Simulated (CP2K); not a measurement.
The F K edge of fluorocarbonylketene was computed by TDDFT (CP2K XAS_TDP, aug-cc-pVDZ, TDA) at these levels: PBE0, PBEh(45%) and PBEh(45%) + GW2X. The first three lines of F6 (bonded to C) with a strength over 0.0015, energy in eV and strength:

```csv
run,first,second,third
1,688.22 (0.010),688.66 (0.015),690.33 (0.006)
2,671.94 (0.003),672.02 (0.008),675.05 (0.003)
3,682.22 (0.010),682.66 (0.015),684.34 (0.006)
```

Q: Which run is which?

Run 1: PBEh(45%) + GW2X (45 % exact exchange). Run 2: PBE0 (25 % exact exchange). Run 3: PBEh(45%) (45 % exact exchange). Self-interaction lifts the core level, so the uncorrected lines rise with the share of exact exchange. The GW2X run keeps the spacings of its parent: 0.44 eV between the first two lines in run 1, 0.44 eV in run 3. Its shift is +6.00 eV, since the Kohn–Sham level at this share of exchange lies that far above the quasiparticle level.

[Banner, clock and machine lines of the logs are left out without a mark of their own.]

[Logs are printed without paths, hosts, clocks, repeated set-up lines and the standing remarks that a program may print on its own settings, such as how far it seeks lower states.]

[Hosts, paths, dates, database ids (printed as entryN), source tags and the programs' standing remarks are cut or masked in the printed files.]
